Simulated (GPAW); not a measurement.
```xyz
10
Lattice="6.107 -1.519 0.000 6.107 1.519 0.000 -1.386 0.000 5.630" Properties=species:S:1:pos:R:3 pbc="T T T" subject="Ga2O3 (C2/m): G0W0 with GPAW, start to end" method="DFT, PBE, plane waves, PAW (and 1 further level or step)" program="GPAW 26.7.0" settings_of_one_run="cutoff 600 eV, GPAW PAW setups 1.2.1 data release, 4×4×4 k-mesh, nbands 134" cost="4 runs, 6.7 min in all on 8 MPI ranks of Arm Neoverse V2, shared host (the runs of this entry)" notes="The cell and positions come from the Crystallography Open Database and are kept as given unless a step says otherwise. Limits: no spin-orbit coupling. Bands and cutoff are finite, so the gap is not at the basis limit. The miss can reach some tenths of an eV and take either sign; the mesh is an error of its own." pbe_gap="2.42 eV, indirect (only 37 meV under the direct gap)" g0w0_gap_on_the_mesh="4.35 eV" gw_settings="4×4×4 mesh, 124 bands, screening to 65 eV, Godby-Needs plasmon pole" known_limits="not at the basis limit; no spin-orbit coupling"
Ga    0.004    0.000    4.474
Ga   10.824    0.000    1.156
Ga    7.610    0.000    1.768
Ga    3.218    0.000    3.862
O     1.857    0.000    0.618
O     8.971    0.000    5.012
O     1.336    0.000    3.171
O     9.492    0.000    2.459
O     5.701    0.000    1.445
O     5.127    0.000    4.185
```

[Paths, hosts, dates, memory and timing lines, banners, echoed tables and standing remarks are left out of the program output.]

[Logs are printed without paths, hosts, clocks, repeated set-up lines and the standing remarks that a program may print on its own settings, such as how far it seeks lower states.]

[Runs of the session that timed out or met a known fault of the program may be left out.]

[Hosts, paths, dates, database ids (printed as entryN), source tags and the programs' standing remarks are cut or masked in the printed files.]
